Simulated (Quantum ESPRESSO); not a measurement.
**How volume moves the moments of MnHg**

How does volume change the magnetic state of MnHg?

Program: Quantum ESPRESSO 7.5. Level of theory: PBE; plane waves with GBRV 1.5 PBE potentials, no spin-orbit coupling. Results are calculated unless marked as measured.

Report form: the programs' logs are mostly left out.

### 1. The starting structure

Symmetry: Pm-3m, No. 221, cubic system. Conventional cell: a = 3.315 Å, b = 3.315 Å, c = 3.315 Å, α = 90.00°, β = 90.00°, γ = 90.00°. Mn has 8 Hg at 2.87 Å nearest. Hg has 8 Mn at 2.87 Å nearest. Farther neighbours are not listed.

Coordinates:

```cif
data_structure
_symmetry_space_group_name_H-M 'Pm-3m'
_symmetry_Int_Tables_number 221
_cell_length_a 3.3150
_cell_length_b 3.3150
_cell_length_c 3.3150
_cell_angle_alpha 90.000
_cell_angle_beta 90.000
_cell_angle_gamma 90.000
_cell_volume 36.43
loop_
_atom_site_label
_atom_site_type_symbol
_atom_site_symmetry_multiplicity
_atom_site_Wyckoff_symbol
_atom_site_fract_x
_atom_site_fract_y
_atom_site_fract_z
_atom_site_occupancy
Mn1 Mn 1 b 0.50000 0.50000 0.50000 1
Hg1 Hg 1 a 0.00000 0.00000 0.00000 1
```

The cell comes from the Crystallography Open Database.

### 2. Volume 0.94, ferro +

All lengths scale alike; the factor is that of the volume. Atoms keep their fractional places. Seeded atoms are those given a starting moment.

Contents of pw.in:

```
&CONTROL
  calculation = 'scf'
  prefix = 'pwscf'
  outdir = './tmp'
  pseudo_dir = './pseudo'
  disk_io = 'nowf'
  tprnfor = .true.
  tstress = .true.
/
&SYSTEM
  ibrav = 0
  nat = 2
  ntyp = 2
  ecutwfc = 40
  ecutrho = 280
  nbnd = 22
  occupations = 'smearing'
  smearing = 'fd'
  degauss = 0.00734986
  nspin = 2
  starting_magnetization(1) = 0.2333
  starting_magnetization(2) = 0
/
&ELECTRONS
  conv_thr = 4d-09
  electron_maxstep = 150
  mixing_beta = 0.3
/
ATOMIC_SPECIES
Mn     54.9380 mn_pbe_v1.5.uspp.F.UPF
Hg    200.5920 hg_pbe_v1.uspp.F.UPF
CELL_PARAMETERS bohr
   6.1365604631    0.0000000000    0.0000000000
   0.0000000000    6.1365604631    0.0000000000
   0.0000000000    0.0000000000    6.1365604631
ATOMIC_POSITIONS crystal
Mn      0.5000000000    0.5000000000    0.5000000000
Hg      0.0000000000    0.0000000000    0.0000000000
K_POINTS automatic
8 8 8 0 0 0
```

The run is started by

```bash
$ OMP_NUM_THREADS=1 mpirun -n 2 pw.x -nk 2 -in pw.in > pw.out
```

Wall time 12 s (2 MPI ranks of Arm Neoverse V2, shared host); peak memory 0.19 GiB; 24 s of CPU time.

Spin moment in the atom's sphere by atom:

| atom | spin moment in the atom's sphere (μB) |
| --- | --- |
| Mn1 | 3.73 |
| Hg2 | -0.02 |

This step gave:

* smearing term TS: 0.05603 eV
* pressure: 6.160 GPa
* magnetization: 3.756 μB
* absolute magnetization: 4.003 μB
* final state: ferromagnetic

### 3. Volume 0.94, antiferro q=(0,1/2,1/2) +-

The wavevector q is in fractions of the reciprocal vectors of the crystal's primitive cell, as the cells of these inputs are built from it; moments change sign between cells as cos(2π q·R).

Contents of pw.in:

```
&CONTROL
  calculation = 'scf'
  prefix = 'pwscf'
  outdir = './tmp'
  pseudo_dir = './pseudo'
  disk_io = 'nowf'
  tprnfor = .true.
  tstress = .true.
/
&SYSTEM
  ibrav = 0
  nat = 4
  ntyp = 3
  ecutwfc = 40
  ecutrho = 280
  nbnd = 36
  occupations = 'smearing'
  smearing = 'fd'
  degauss = 0.00734986
  nspin = 2
  starting_magnetization(1) = 0.2333
  starting_magnetization(2) = -0.2333
  starting_magnetization(3) = 0
/
&ELECTRONS
  conv_thr = 8d-09
  electron_maxstep = 150
  mixing_beta = 0.3
/
ATOMIC_SPECIES
Mn1    54.9380 mn_pbe_v1.5.uspp.F.UPF
Mn2    54.9380 mn_pbe_v1.5.uspp.F.UPF
Hg    200.5920 hg_pbe_v1.uspp.F.UPF
CELL_PARAMETERS bohr
   6.1365604631    0.0000000000    0.0000000000
   0.0000000000   12.2731209262    0.0000000000
   0.0000000000    6.1365604631    6.1365604631
ATOMIC_POSITIONS crystal
Mn1     0.5000000000    0.0000000000    0.5000000000
Mn2     0.5000000000    0.5000000000    0.5000000000
Hg      0.0000000000    0.0000000000    0.0000000000
Hg      0.0000000000    0.5000000000    0.0000000000
K_POINTS automatic
8 4 8 0 0 0
```

Wall time 73 s (2 MPI ranks); peak memory 0.36 GiB.

Spin moment in the atom's sphere by atom:

| atom | spin moment in the atom's sphere (μB) |
| --- | --- |
| Mn1 | 3.75 |
| Mn2 | -3.75 |
| Hg3 | 0.00 |
| Hg4 | 0.00 |

Read from the output:

```
smearing term TS       : 0.1137 eV
pressure               : 6.907 GPa
magnetization          : 0 μB
absolute magnetization : 7.921 μB
final state            : antiferromagnetic
```

### 4. Volume 0.94, no spin polarisation

Contents of pw.in:

```
&CONTROL
  calculation = 'scf'
  prefix = 'pwscf'
  outdir = './tmp'
  pseudo_dir = './pseudo'
  disk_io = 'nowf'
  tprnfor = .true.
  tstress = .true.
/
&SYSTEM
  ibrav = 0
  nat = 2
  ntyp = 2
  ecutwfc = 40
  ecutrho = 280
  nbnd = 20
  occupations = 'smearing'
  smearing = 'fd'
  degauss = 0.00734986
/
&ELECTRONS
  conv_thr = 4d-09
  electron_maxstep = 150
  mixing_beta = 0.3
/
ATOMIC_SPECIES
Mn     54.9380 mn_pbe_v1.5.uspp.F.UPF
Hg    200.5920 hg_pbe_v1.uspp.F.UPF
CELL_PARAMETERS bohr
   6.1365604631    0.0000000000    0.0000000000
   0.0000000000    6.1365604631    0.0000000000
   0.0000000000    0.0000000000    6.1365604631
ATOMIC_POSITIONS crystal
Mn      0.5000000000    0.5000000000    0.5000000000
Hg      0.0000000000    0.0000000000    0.0000000000
K_POINTS automatic
8 8 8 0 0 0
```

Wall time 5.9 s (2 MPI ranks); peak memory 0.17 GiB; 12 s of CPU time.

Numbers from this step:

```
smearing term TS : 0.1588 eV
pressure         : -10.06 GPa
final state      : non-magnetic (no spin polarisation)
```

### 5. Volume 1.1, ferro +

Changes to pw.in since step 4:

```diff
@@ -15,3 +15,3 @@
   ecutrho = 280
-  nbnd = 20
+  nbnd = 22
   occupations = 'smearing'
@@ -19,2 +19,5 @@
   degauss = 0.00734986
+  nspin = 2
+  starting_magnetization(1) = 0.2333
+  starting_magnetization(2) = 0
 /
@@ -29,5 +32,5 @@
 CELL_PARAMETERS bohr
-   6.1365604631    0.0000000000    0.0000000000
-   0.0000000000    6.1365604631    0.0000000000
-   0.0000000000    0.0000000000    6.1365604631
+   6.4666590175    0.0000000000    0.0000000000
+   0.0000000000    6.4666590175    0.0000000000
+   0.0000000000    0.0000000000    6.4666590175
 ATOMIC_POSITIONS crystal
```

Run time: 16 s. Hardware: 2 MPI ranks; peak memory 0.21 GiB; 33 s of CPU time.

Read from the output:

| Property | Result |
| --- | --- |
| smearing term TS | 0.04693 eV |
| pressure | -4.954 GPa |
| magnetization | 4.103 μB |
| absolute magnetization | 4.335 μB |
| final state | ferromagnetic |
| largest moment | 4.073 μB |

### 6. All points

The runs not shown differ from these in the moved quantity alone.

States, by row:

| volume | ferro + | antiferro q=(0,1/2,1/2) +- | no spin polarisation |
| --- | --- | --- | --- |
| 0.94 | ferromagnetic | antiferromagnetic | non-magnetic |
| 0.97 | ferromagnetic | antiferromagnetic | non-magnetic |
| 1 | ferromagnetic | antiferromagnetic | non-magnetic |
| 1.03 | ferromagnetic | antiferromagnetic | non-magnetic |
| 1.06 | ferromagnetic | antiferromagnetic | non-magnetic |
| 1.1 | ferromagnetic | antiferromagnetic | non-magnetic |

Table of largest site moment by volume:

| volume (factor) | ferro + (μB) | antiferro q=(0,1/2,1/2) +- (μB) |
| --- | --- | --- |
| 0.9400 | 3.72 | 3.75 |
| 0.9700 | 3.81 | 3.82 |
| 1.0000 | 3.88 | 3.88 |
| 1.0300 | 3.95 | 3.94 |
| 1.0600 | 4.00 | 4.00 |
| 1.1000 | 4.07 | 4.07 |

The energy less that of the parallel start by volume; values in meV a seeded atom:

| volume (factor) | antiferro q=(0,1/2,1/2) +- | no spin polarisation |
| --- | --- | --- |
| 0.9400 | 68.7 | 1211 |
| 0.9700 | 64.5 | 1320 |
| 1.0000 | 61.1 | 1425 |
| 1.0300 | 57.9 | 1526 |
| 1.0600 | 54.8 | 1623 |
| 1.1000 | 51.1 | 1746 |

The energy over the lowest by volume; values in meV an atom:

| volume (factor) | ferro + | antiferro q=(0,1/2,1/2) +- | no spin polarisation |
| --- | --- | --- | --- |
| 0.9400 | 22.9 | 57.3 | 628 |
| 0.9700 | 6.80 | 39.1 | 667 |
| 1.0000 | 0 | 30.6 | 713 |
| 1.0300 | 1.24 | 30.2 | 764 |
| 1.0600 | 9.03 | 36.4 | 820 |
| 1.1000 | 27.5 | 53.1 | 901 |

### 7. Summary of results

```
moment, parallel start       : 3.72 to 4.07 μB
states met from these starts : antiferromagnetic and ferromagnetic
```

What this shows: The moment of the parallel start goes from 3.72 μB at 0.94 to 4.07 μB at 1.1. The net moment of the cell goes from 3.76 to 4.10 μB. The radius of the spheres follows the nearest distance, so part of the change of the site moments is the spheres'. The largest moment of the start antiferro q=(0,1/2,1/2) +- lies between 3.75 and 4.07 μB. The start antiferro q=(0,1/2,1/2) +- lies over the parallel one at every finished point, by 51.1 to 68.7 meV a seeded atom. Energies are free energies at an electronic temperature of 1160 K, which lowers moments and differences where the moments are itinerant.

[Logs and program files are shortened in this print: banners, set-up blocks, solver, clock and traceback lines can be left out without a mark of their own.]

[Logs are printed without paths, hosts, clocks, repeated set-up lines and the standing remarks that a program may print on its own settings, such as how far it seeks lower states.]

[Hosts, paths, dates, database ids (printed as entryN), source tags and the programs' standing remarks are cut or masked in the printed files.]

[Where a cell is said to come from a database of computed structures, the database is the Materials Project.]
